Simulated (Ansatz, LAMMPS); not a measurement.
# Glassy 73GeO2-27Al2O3 (mol %) (117 atoms) under strain

Aim: relax glassy 73GeO2-27Al2O3 (mol %) (117 atoms), then change its volume and shape to read moduli from the stress.

Main program and level: Ansatz 0.2.0; Kohn-Sham DFT, RPBE, PAW (set soft_2), plane waves.

## Step 1: Starting point

The cell holds 117 atoms: 24 Ge, 18 Al and 75 O. Cell: a = 11.776 Å, b = 11.776 Å, c = 11.776 Å, α = 90.0°, β = 90.0°, γ = 90.0°. 117 atoms (24 Ge, 18 Al, 75 O) placed at random at 3.46 g/cm³, melted at 4000 K for 10 ps at fixed volume with the Morse and Coulomb pair potential with partial charges (Pedone, Malavasi, Menziani, Cormack and Segre, J. Phys. Chem. B 110, 11780 (2006)). Quenched from 4000 K to 300 K at 10 K/ps and fixed volume, held 10 ps at zero pressure.

What the set-up can't give: The quench rate of 10 K/ps far exceeds what a furnace or splat quench reaches, so expect more defects and frozen-in strain than in a real sample. The starting topology of bonds comes from the classical model, and needn't be the one that DFT or experiment would give. Sampling is at Γ alone.

## Step 2: Single point at the start

The forces at the start show how far the geometry lies from a minimum of this functional.

Contents of input.yaml:

```yaml
crystal:
  lattice:
    - [11.77598, 0.0, 0.0]
    - [0.0, 11.77598, 0.0]
    - [0.0, 0.0, 11.77598]
  atoms:
    - { symbol: Ge, position: [0.81045, 0.58027, 0.31379] }
    - { symbol: Ge, position: [0.26893, 0.94231, 0.96983] }
    - { symbol: Ge, position: [0.9335, 0.16016, 0.42409] }
    - { symbol: Ge, position: [0.41169, 0.51364, 0.33419] }
    - { symbol: Ge, position: [0.50179, 0.80883, 0.85995] }
    - { symbol: Ge, position: [0.33392, 0.02103, 0.66785] }
    - { symbol: Ge, position: [0.51465, 0.76781, 0.32871] }
    - { symbol: Ge, position: [0.24544, 0.57393, 0.07741] }
    - { symbol: Ge, position: [0.31479, 0.27728, 0.19645] }
    - { symbol: Ge, position: [0.04482, 0.19714, 0.16594] }
    - { symbol: Ge, position: [0.41647, 0.40473, 0.76018] }
    - { symbol: Ge, position: [0.28325, 0.22775, 0.92288] }
    - { symbol: Ge, position: [0.56588, 0.3557, 0.5172] }
    - { symbol: Ge, position: [0.74708, 0.2723, 0.88269] }
    - { symbol: Ge, position: [0.93104, 0.83878, 0.2574] }
    - { symbol: Ge, position: [0.27853, 0.90766, 0.26837] }
    - { symbol: Ge, position: [0.23028, 0.59778, 0.6623] }
    - { symbol: Ge, position: [0.76985, 0.52941, 0.71794] }
    - { symbol: Ge, position: [0.6728, 0.39076, 0.13677] }
    - { symbol: Ge, position: [0.68335, 0.95629, 0.21584] }
    - { symbol: Ge, position: [0.59862, 0.04907, 0.76431] }
    - { symbol: Ge, position: [0.00424, 0.43608, 0.99075] }
    - { symbol: Ge, position: [0.54454, 0.18427, 0.30476] }
    - { symbol: Ge, position: [0.18462, 0.64667, 0.34062] }
    - { symbol: Al, position: [0.75729, 0.98599, 0.54632] }
    - { symbol: Al, position: [0.67449, 0.71197, 0.51522] }
    - { symbol: Al, position: [0.93717, 0.83255, 0.56184] }
    - { symbol: Al, position: [0.10081, 0.13839, 0.63964] }
    - { symbol: Al, position: [0.93561, 0.96322, 0.77749] }
    - { symbol: Al, position: [0.08735, 0.77428, 0.03053] }
    - { symbol: Al, position: [0.50916, 0.54766, 0.97661] }
    - { symbol: Al, position: [0.42469, 0.79456, 0.58648] }
    - { symbol: Al, position: [0.14152, 0.83381, 0.70401] }
    - { symbol: Al, position: [0.98692, 0.5795, 0.5279] }
    - { symbol: Al, position: [0.85041, 0.64877, 0.96636] }
    - { symbol: Al, position: [0.99377, 0.69002, 0.79695] }
    - { symbol: Al, position: [0.02306, 0.21442, 0.83161] }
    - { symbol: Al, position: [0.10526, 0.96533, 0.45108] }
    - { symbol: Al, position: [0.73283, 0.8989, 0.95884] }
    - { symbol: Al, position: [0.0288, 0.42452, 0.70604] }
    - { symbol: Al, position: [0.99118, 0.96656, 0.01706] }
    - { symbol: Al, position: [0.84472, 0.40998, 0.51139] }
    - { symbol: O, position: [0.35823, 0.40134, 0.25777] }
    - { symbol: O, position: [0.81908, 0.08197, 0.45686] }
    - { symbol: O, position: [0.99414, 0.69782, 0.94955] }
    - { symbol: O, position: [0.61365, 0.05768, 0.29088] }
    - { symbol: O, position: [0.09748, 0.878, 0.57554] }
    - { symbol: O, position: [0.04739, 0.09743, 0.50687] }
    - { symbol: O, position: [0.77415, 0.76217, 0.98798] }
    - { symbol: O, position: [0.76022, 0.45884, 0.24604] }
    - { symbol: O, position: [0.3193, 0.50457, 0.72403] }
    - { symbol: O, position: [0.37309, 0.53902, 0.02967] }
    - { symbol: O, position: [0.54728, 0.23595, 0.4363] }
    - { symbol: O, position: [0.3582, 0.28818, 0.81398] }
    - { symbol: O, position: [0.88304, 0.95839, 0.91275] }
    - { symbol: O, position: [0.85006, 0.61774, 0.81053] }
    - { symbol: O, position: [0.32749, 0.26991, 0.05059] }
    - { symbol: O, position: [0.73981, 0.40374, 0.7934] }
    - { symbol: O, position: [0.50893, 0.46276, 0.43333] }
    - { symbol: O, position: [0.12437, 0.90436, 0.95258] }
    - { symbol: O, position: [0.88703, 0.52042, 0.03359] }
    - { symbol: O, position: [0.98741, 0.88244, 0.39083] }
    - { symbol: O, position: [0.88258, 0.22821, 0.85592] }
    - { symbol: O, position: [0.62192, 0.91278, 0.84976] }
    - { symbol: O, position: [0.30467, 0.6967, 0.59714] }
    - { symbol: O, position: [0.1052, 0.51788, 0.62909] }
    - { symbol: O, position: [0.48034, 0.78944, 0.71985] }
    - { symbol: O, position: [0.20556, 0.7018, 0.02291] }
    - { symbol: O, position: [0.95755, 0.17177, 0.28028] }
    - { symbol: O, position: [0.94359, 0.69695, 0.60071] }
    - { symbol: O, position: [0.2393, 0.12565, 0.6297] }
    - { symbol: O, position: [0.29283, 0.56848, 0.40848] }
    - { symbol: O, position: [0.66304, 0.0323, 0.63874] }
    - { symbol: O, position: [0.40364, 0.1734, 0.2557] }
    - { symbol: O, position: [0.45686, 0.05028, 0.73689] }
    - { symbol: O, position: [0.0066, 0.43932, 0.84797] }
    - { symbol: O, position: [0.07376, 0.63781, 0.42883] }
    - { symbol: O, position: [0.89426, 0.47336, 0.63819] }
    [... 33 atom lines left out ...]
    - { symbol: O, position: [0.72707, 0.31945, 0.01723] }
    - { symbol: O, position: [0.88488, 0.52415, 0.42965] }
    - { symbol: O, position: [0.88234, 0.94736, 0.64419] }
    - { symbol: O, position: [0.59689, 0.48981, 0.07161] }
    - { symbol: O, position: [0.91914, 0.28684, 0.48372] }
    - { symbol: O, position: [0.26504, 0.93176, 0.12464] }
kpoints:
  mp_grid: { grid: [1, 1, 1] }
hamiltonian:
  xc: rpbe
scf:
  occupations: { method: gaussian, width: 0.05 }
output:
  forces: true
```

Launch:

```console
$ ansatz run input.yaml --threads 4 --pin off --max-ram 8192MiB --backend cpu --events-out ev --progress --plain --runs-dir out
```

Numbers of over 12 decimals in the logs are rounded to 6 here.

What it wrote:

```text
[...]
Pseudopotentials: kind: paw
Pseudopotential: Ge, paw, valence charge 14, recommended cutoff 420 eV (normal), Ge.paw.azcp
Pseudopotential: Al, paw, valence charge 3, recommended cutoff 420 eV (normal), Al.paw.azcp
Pseudopotential: O, paw, valence charge 6, recommended cutoff 420 eV (normal), O.paw.azcp
[... 5 lines on functional and potentials left out ...]
Crystal: 117 atoms, lattice volume = 1633.019 Å³
Basis set: ecut = 420 eV, 31919 PW (Γ), exchange–correlation on 160×160×160 points (8 copies of the dense FFT grid, shifted against one another)
Bands: 537, of which v1, the nominal top of the filled ones, is band 420 counted from 1 (419 counted from 0)
Symmetry: 1 space group operations
Space group: P1 (ITA 1), of the structure as read, at distance tolerance 1.2e-4 Å
k-points: 1
[... 10 lines on functional and potentials left out ...]
Initial density: superposition of atomic densities (neutral atoms: chi_scale 0, normalization atom), corrected by the library's trained network
Initial wavefunctions: pseudopotential atomic-orbital guess
[...]
SCF iter   1: F=—  HF=-155669.040082 eV  |F-HF|=—  |Δ(HF+E_count)|=         —  Δρ=4.80e-3  dr2=3.92e-1  ethr=1.77e-3  ⟨swp⟩=6.0  Hψ=2196  notcnv=0  defer=19
preconditioner: auto → Resta (q_TF=auto, 2.442 Å⁻¹)  ε∞=2.8  [insulator: Δε(μ)=2.286 eV  Ē_g=19.975 eV  σ=0.050 eV  W_gap=1.00  n_scr=388 (ndim 8)  ℏωp=26.6 eV  f_vac=0.192  D(μ)=0.00/eV (n_scr^D=0)  ε∞_Penn≈2.8]
SCF iter   2: F=—  HF=-155668.984112 eV  |F-HF|=—  |Δ(HF+E_count)|=   5.60e-2  Δρ=2.40e-3  dr2=5.56e-2  ethr=4.66e-5  ⟨swp⟩=2.0  Hψ=927  notcnv=0  defer=108
SCF iter   3: F=—  HF=-155668.986900 eV  |F-HF|=—  |Δ(HF+E_count)|=   2.79e-3  Δρ=9.33e-4  dr2=1.55e-2  ethr=6.61e-6  ⟨swp⟩=2.0  Hψ=663  notcnv=0  defer=57
automatic band count: iteration 3 solves 486 bands in place of 537: the levels show a gap, and the empty bands left out lie too high to hold charge; the band table lists the bands solved (type scf.n_extra_bands for more)
SCF iter   4: F=—  HF=-155668.988852 eV  |F-HF|=—  |Δ(HF+E_count)|=   1.95e-3  Δρ=2.76e-4  dr2=1.25e-3  ethr=1.84e-6  ⟨swp⟩=2.0  Hψ=668  notcnv=0  defer=57
SCF iter   5: F=—  HF=-155668.989144 eV  |F-HF|=—  |Δ(HF+E_count)|=   2.92e-4  Δρ=1.26e-4  dr2=2.35e-4  ethr=1.49e-7  ⟨swp⟩=2.0  Hψ=833  notcnv=0  defer=57
[...]
SCF iter   9: F=—  HF=-155668.989581 eV  |F-HF|=—  |Δ(HF+E_count)|=   5.00e-7  Δρ=3.16e-6  dr2=1.49e-7  ethr=8.39e-11  ⟨swp⟩=2.0  Hψ=788  notcnv=0  defer=57
SCF iter  10: F=-155668.989581 eV  HF=-155668.989581 eV  |F-HF|=1.53e-8  |Δ(HF+E_count)|=   6.14e-8  Δρ=8.59e-7  dr2=1.42e-8  ethr=1.19e-11  ⟨swp⟩=4.0  Hψ=1411  notcnv=0
SCF 1 converged in 10 iterations: F = -155668.989581 eV  dr2 = 1.42e-8
[...]
SCF converged after 10 iterations
Free energy (F): -155668.989581 eV
Harris-Foulkes:  -155668.989581 eV  (|F-HF|=1.53e-8)
Internal energy: -155668.989581 eV  (E = F + TS)
E sigma→0 (E₀):  -155668.989581 eV
Fermi energy:    5.256786 eV
--- Per-component energies (eV) ---
[...]
Σ components = -155668.989581   (vs F -155668.989581, Δ=0.00e0)
--- Forces (eV/Å), atoms counted from 1 ---
  atom   1  Ge    -1.17435430     0.94638948    -1.15725874
  atom   2  Ge     0.77549803     0.02806557     1.62461196
  atom   3  Ge     0.18097532    -0.41116420    -0.16959198
  atom   4  Ge    -1.33385599    -1.76834110     2.54643286
[...]
atom 117  O      0.11838188     0.78998670    -1.12580639
  max |Σ_I F_I| component: 1.05e-4 eV/Å
```

It took 8.4 s on 4 threads of AMD EPYC 9R45, shared host; peak memory 2.5 GiB.

In the SCF lines HF is the Harris–Foulkes energy and dr2 the Hartree energy of the density residual, in eV; the loop may stop once dr2 is under the threshold and the program's other checks hold. Hψ counts applications of the Hamiltonian.

The r.m.s. force at the start is 1.2 eV/Å.

## Step 3: Cell and atoms relaxed

Cell and atoms are freed together, to release stress as well as forces.

Contents of input.yaml:

```yaml
crystal:
  lattice:
    - [11.77598, 0.0, 0.0]
    - [0.0, 11.77598, 0.0]
    - [0.0, 0.0, 11.77598]
  atoms:
    [... the 117 atom lines of step 2 ...]
kpoints:
  mp_grid: { grid: [1, 1, 1] }
hamiltonian:
  xc: rpbe
scf:
  occupations: { method: gaussian, width: 0.05 }
output:
  forces: true
relax:
  f_tol: 0.05
  max_steps: 150
  cell: {}
```

What it wrote:

```text
[...]
Crystal: 117 atoms, lattice volume = 1633.019 Å³
Basis set: ecut = 420 eV, 31919 PW (Γ), exchange–correlation on 160×160×160 points (8 copies of the dense FFT grid, shifted against one another)
Bands: 537, of which v1, the nominal top of the filled ones, is band 420 counted from 1 (419 counted from 0)
Symmetry: 1 space group operations
[...]
k-points: 1
[...]
SCF iter   1: F=—  HF=-155669.040083 eV  |F-HF|=—  |Δ(HF+E_count)|=         —  Δρ=4.80e-3  dr2=3.92e-1  ethr=1.77e-3  ⟨swp⟩=6.0  Hψ=2196  notcnv=0  defer=19
[...]
SCF iter  10: F=-155668.989581 eV  HF=-155668.989581 eV  |F-HF|=1.55e-8  |Δ(HF+E_count)|=   6.16e-8  Δρ=8.56e-7  dr2=1.41e-8  ethr=1.19e-11  ⟨swp⟩=4.0  Hψ=1298  notcnv=0
SCF 1 converged in 10 iterations: F = -155668.989581 eV  dr2 = 1.41e-8
[...]
relax step   1: F+E_penalty+E_count = -155668.98958101 eV  Δ(F+E_penalty+E_count) = +0.000e0 eV  max|allowed force component| = 3.338e0 eV/Å  Δτ_max = 0.0000 Å  P = +11.837 GPa  Ω = 1633.019 Å³  (10 SCF iters, dr2 threshold 1.00e-7 eV, accepted)
[... from here on, the SCF cycles and remarks between the steps are left out ...]
relax step   2: F+E_penalty+E_count = -155677.11191865 eV  Δ(F+E_penalty+E_count) = -8.122e0 eV  max|allowed force component| = 1.918e0 eV/Å  Δτ_max = 0.1595 Å  P = +4.846 GPa  Ω = 1692.350 Å³  energy of the carried Pulay correction = -1.811e-1 eV  (8 SCF iters, dr2 threshold 1.17e-5 eV, accepted)
relax step   3: F+E_penalty+E_count = -155681.33311159 eV  Δ(F+E_penalty+E_count) = -4.221e0 eV  max|allowed force component| = 7.674e-1 eV/Å  Δτ_max = 0.1948 Å  P = -0.389 GPa  Ω = 1728.941 Å³  energy of the carried Pulay correction = -2.897e-1 eV  (8 SCF iters, dr2 threshold 1.17e-5 eV, accepted)
relax step   4: F+E_penalty+E_count = -155682.65609375 eV  Δ(F+E_penalty+E_count) = -1.323e0 eV  max|allowed force component| = 4.403e-1 eV/Å  Δτ_max = 0.2000 Å  P = -0.079 GPa  Ω = 1707.287 Å³  energy of the carried Pulay correction = -2.257e-1 eV  (8 SCF iters, dr2 threshold 1.17e-5 eV, accepted)
relax step   5: F+E_penalty+E_count = -155683.10448200 eV  Δ(F+E_penalty+E_count) = -4.484e-1 eV  max|allowed force component| = 1.746e-1 eV/Å  Δτ_max = 0.2000 Å  P = -0.062 GPa  Ω = 1698.786 Å³  energy of the carried Pulay correction = -2.004e-1 eV  (8 SCF iters, dr2 threshold 1.17e-5 eV, accepted)
relax step   6: F+E_penalty+E_count = -155683.21978293 eV  Δ(F+E_penalty+E_count) = -1.153e-1 eV  max|allowed force component| = 4.356e-1 eV/Å  Δτ_max = 0.2000 Å  P = -0.050 GPa  Ω = 1691.132 Å³  energy of the carried Pulay correction = -1.775e-1 eV  (8 SCF iters, dr2 threshold 1.91e-6 eV, accepted)
relax step   7: F+E_penalty+E_count = -155683.30170163 eV  Δ(F+E_penalty+E_count) = -8.192e-2 eV  max|allowed force component| = 1.445e-1 eV/Å  Δτ_max = 0.2000 Å  P = -0.015 GPa  Ω = 1690.095 Å³  energy of the carried Pulay correction = -1.744e-1 eV  (7 SCF iters, dr2 threshold 1.17e-5 eV, accepted)
relax step   8: F+E_penalty+E_count = -155683.33099852 eV  Δ(F+E_penalty+E_count) = -2.930e-2 eV  max|allowed force component| = 1.490e-1 eV/Å  Δτ_max = 0.2000 Å  P = +0.022 GPa  Ω = 1688.859 Å³  energy of the carried Pulay correction = -1.707e-1 eV  (8 SCF iters, dr2 threshold 1.31e-6 eV, accepted)
relax step   9: F+E_penalty+E_count = -155683.34599736 eV  Δ(F+E_penalty+E_count) = -1.500e-2 eV  max|allowed force component| = 1.259e-1 eV/Å  Δτ_max = 0.0437 Å  P = -0.051 GPa  Ω = 1689.016 Å³  energy of the carried Pulay correction = -1.711e-1 eV  (8 SCF iters, dr2 threshold 1.39e-6 eV, accepted)
relax step  10: F+E_penalty+E_count = -155683.36928058 eV  Δ(F+E_penalty+E_count) = -2.328e-2 eV  max|allowed force component| = 8.949e-2 eV/Å  Δτ_max = 0.2000 Å  P = -0.037 GPa  Ω = 1686.831 Å³  energy of the carried Pulay correction = -1.646e-1 eV  (8 SCF iters, dr2 threshold 9.90e-7 eV, accepted)
relax step  11: F+E_penalty+E_count = -155683.38455553 eV  Δ(F+E_penalty+E_count) = -1.527e-2 eV  max|allowed force component| = 1.006e-1 eV/Å  Δτ_max = 0.0585 Å  P = -0.032 GPa  Ω = 1685.067 Å³  energy of the carried Pulay correction = -1.593e-1 eV  (8 SCF iters, dr2 threshold 5.00e-7 eV, accepted)
relax step  12: F+E_penalty+E_count = -155683.38423082 eV  Δ(F+E_penalty+E_count) = +3.247e-4 eV  max|allowed force component| = 8.670e-2 eV/Å  Δτ_max = 0.0394 Å  P = +0.108 GPa  Ω = 1685.166 Å³  energy of the carried Pulay correction = -1.596e-1 eV  (8 SCF iters, dr2 threshold 6.32e-7 eV, rejected (line search))
relax step  13: F+E_penalty+E_count = -155683.38805723 eV  Δ(F+E_penalty+E_count) = -3.502e-3 eV  max|allowed force component| = 3.046e-2 eV/Å  Δτ_max = 0.0192 Å  P = -0.019 GPa  Ω = 1685.687 Å³  energy of the carried Pulay correction = -1.611e-1 eV  (11 SCF iters, accepted)
relax step  14: F+E_penalty+E_count = -155683.60231120 eV  Δ(F+E_penalty+E_count) = -2.143e-1 eV  max|allowed force component| = 3.054e-2 eV/Å  Δτ_max = 0.0000 Å  P = +0.199 GPa  Ω = 1685.687 Å³  stress off target by 3.52e-1 GPa  SCF on the basis re-selected at this cell (its energy is not comparable with the rows above)  (10 SCF iters)
relax step  15: F+E_penalty+E_count = -155683.59188672 eV  Δ(F+E_penalty+E_count) = +1.042e-2 eV  max|allowed force component| = 6.949e-2 eV/Å  Δτ_max = 0.0549 Å  P = -0.080 GPa  Ω = 1691.908 Å³  energy of the carried Pulay correction = -1.892e-2 eV  (8 SCF iters, dr2 threshold 3.10e-7 eV, accepted)
relax step  16: F+E_penalty+E_count = -155683.59865871 eV  Δ(F+E_penalty+E_count) = -6.772e-3 eV  max|allowed force component| = 4.105e-2 eV/Å  Δτ_max = 0.0431 Å  P = +0.028 GPa  Ω = 1690.297 Å³  energy of the carried Pulay correction = -1.400e-2 eV  (8 SCF iters, dr2 threshold 3.02e-7 eV, accepted)
relax step  17: F+E_penalty+E_count = -155683.59794343 eV  Δ(F+E_penalty+E_count) = +7.153e-4 eV  max|allowed force component| = 1.688e-2 eV/Å  Δτ_max = 0.0235 Å  P = -0.003 GPa  Ω = 1690.903 Å³  energy of the carried Pulay correction = -1.584e-2 eV  (9 SCF iters, dr2 threshold 6.31e-9 eV, accepted)
relax step  18: F+E_penalty+E_count = -155683.61490154 eV  Δ(F+E_penalty+E_count) = -1.696e-2 eV  max|allowed force component| = 1.692e-2 eV/Å  Δτ_max = 0.0000 Å  P = +0.004 GPa  Ω = 1690.903 Å³  stress off target by 2.12e-2 GPa  SCF on the basis re-selected at this cell (its energy is not comparable with the rows above)  (8 SCF iters)
[...]
SCF converged after 8 iterations
Free energy (F): -155683.614902 eV
[...]
Internal energy: -155683.614902 eV  (E = F + TS)
E sigma→0 (E₀):  -155683.614902 eV
Fermi energy:    4.625947 eV
[...]
--- Forces (eV/Å), atoms counted from 1 ---
  atom   1  Ge    -0.00994554     0.00438261    -0.00377976
  atom   2  Ge    -0.00214398    -0.00644039    -0.00771999
  atom   3  Ge    -0.00652582     0.00185688    -0.00301700
  atom   4  Ge    -0.00004356    -0.00062519     0.00513522
  atom   5  Ge     0.00662683    -0.00513107     0.00403623
  atom   6  Ge     0.00251802     0.00815686     0.00140741
  atom   7  Ge     0.00793345    -0.00149050    -0.00680690
  atom   8  Ge     0.00352235     0.00325095    -0.00329697
  atom   9  Ge     0.00781414    -0.00089955    -0.00508540
  atom  10  Ge     0.00527757     0.00226884     0.00153498
  atom  11  Ge    -0.00223608    -0.00028274    -0.00776133
  atom  12  Ge     0.01109296     0.00097097    -0.00148922
  atom  13  Ge    -0.00565243    -0.00085185     0.00079109
  atom  14  Ge    -0.00888343     0.00599290     0.00205791
[...]
atom 116  O      0.00365075     0.00439247     0.00344366
  atom 117  O      0.00240550     0.00002863    -0.00817534
  max |Σ_I F_I| component: 6.58e-5 eV/Å
--- Stress (GPa, compression-positive) ---
        0.001641      -0.013292       0.011402
       -0.013298       0.002929       0.000114
        0.011395       0.000121       0.008138
  P = ⅓ Tr σ = 0.0042 GPa (0.042 kbar)
--- Relaxed structure (16 steps of the walk, 15 accepted, 2 SCFs on fresh bases) ---
  F+E_penalty+E_count = -155683.61490154 eV   max|allowed force component| = 1.692e-2 eV/Å   (the final SCF, on the basis selected at the relaxed cell)
  cell:  # Å, volume = 1690.9034 Å³
    - [11.921591, -0.188265, 0.127505]
    - [-0.188265, 11.972570, 0.070865]
    - [0.127505, 0.070865, 11.851444]
  atoms:
    - { symbol: Ge, position: [0.799870, 0.577776, 0.311970] }
    - { symbol: Ge, position: [0.294822, 0.954644, 0.994940] }
    - { symbol: Ge, position: [0.923750, 0.161283, 0.432369] }
    - { symbol: Ge, position: [0.403350, 0.508730, 0.352735] }
[...]
- { symbol: O, position: [0.334491, 0.932960, 0.137151] }
```

Run time: 2.6 min. Hardware: 4 threads; peak memory 2.6 GiB.

The relaxation converged after 16 steps, with a largest force component of 0.017 eV/Å.

(Continued in part 2 of 3.)

[Logs are printed without paths, hosts, clocks, repeated set-up lines and the standing remarks that a program may print on its own settings, such as how far it seeks lower states.]

[Hosts, paths, dates, database ids (printed as entryN), source tags and the programs' standing remarks are cut or masked in the printed files.]
